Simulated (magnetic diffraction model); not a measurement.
# Sr₂Dy₂Lu₂Zn₃Pb₆: what an assumed order does to the neutron pattern

Space group Cmc2_1 (no. 36), a = 4.8910 Å, b = 21.3240 Å, c = 17.4180 Å.

| site | atom | x | y | z |
| --- | --- | --- | --- | --- |
| 4a | Pb | 0 | 0.4294 | 0.5907 |
| 4a | Pb | 1/2 | 0.2722 | 0.7329 |
| 4a | Pb | 0 | 0.2258 | 0.5155 |
| 4a | Pb | 1/2 | 0.0664 | 0.3719 |
| 4a | Pb | 1/2 | 0.0599 | 0.6471 |
| 4a | Pb | 1/2 | 0.3885 | 0.3821 |
| 4a | Lu | 1/2 | 0.3254 | 0.5556 |
| 4a | Lu | 0 | 0.0182 | 0.4995 |
| 4a | Dy | 1/2 | 0.4710 | 0.7356 |
| 4a | Dy | 0 | 0.1675 | 0.6970 |
| 4a | Sr | 0 | 0.1541 | 0.3746 |
| 4a | Sr | 0 | 0.2986 | 0.3754 |
| 4a | Zn | 0 | 0.3442 | 0.7291 |
| 4a | Zn | 0 | 0.4349 | 0.3167 |
| 4a | Zn | 1/2 | 0.1544 | 0.5209 |

This is a made-up structure (elements placed in a structure type, unrelaxed), so the numbers test the method and describe no known phase.

Only Dy is taken to order (form factors of Dy3+); orders and moment sizes are assumed, and not adapted to the symmetry. Radiation: neutrons of λ = 2.567 Å (absorption by Dy left out), 5° to 35°; isotropic B of 0.17 Å² (Pb), 0.17 Å² (Lu), 0.13 Å² (Dy), 0.17 Å² (Sr) and 0.24 Å² (Zn). Simulated constant-wavelength pattern: nuclear and magnetic terms add, the magnetic one as |2.695 fm × Σ f S⊥ exp(2πi Q·r) exp(−B s²)|², summed over all Q at one angle with the factor 1/(sin²θ cos θ). For collinear order S is the moment m, which repeats by lattice and centring translations R with the sign exp(−2πi k·R). Free-ion form factors, Sears's scattering lengths of 1992, no absorption; a label names one of the reflections at its angle. The strongest nuclear line in the range is 100, and lines under 0.2 are left out.

Assume the order k = (0 0 0), collinear moments along [001], 4.9 μB on Dy; signs + at (1/2, 0.4710, 0.7356), + at (0, 0.0290, 0.2356), + at (0, 0.1675, 0.6970), + at (1/2, 0.3325, 0.1970).

Predict the pattern, nuclear and magnetic parts apart.

```
2θ (°)    index  nuclear  magnetic
 13.83  (0 2 0)      6.4      11.7
 16.23  (0 2 1)     11.9      18.5
 16.95  (0 0 2)    100.0       0.0
 21.94  (0 2 2)     14.9       5.9
 27.86  (0 4 0)      0.3       1.1
 29.16  (0 2 3)      3.6       2.6
 29.17  (0 4 1)     33.1      60.7
 31.24  (1 1 0)     15.0      53.7
 32.42  (1 1 1)     16.3      20.4
 32.79  (0 4 2)     11.6       2.5
 34.28  (0 0 4)      9.3       0.0
```

The strongest magnetic line in the range is (0 4 1) at 29.17° (60.7). On top of the Lorentz factor, which all lines share, magnetic lines fade with angle because f falls: for Dy3+ it is 0.96, 0.84, 0.69 and 0.41 at sin θ/λ = 0.1, 0.2, 0.3 and 0.5 Å⁻¹, while nuclear lengths stay constant. The net moment is 19.60 μB a primitive cell.

[Logs are printed without paths, hosts, clocks, repeated set-up lines and the standing remarks that a program may print on its own settings, such as how far it seeks lower states.]
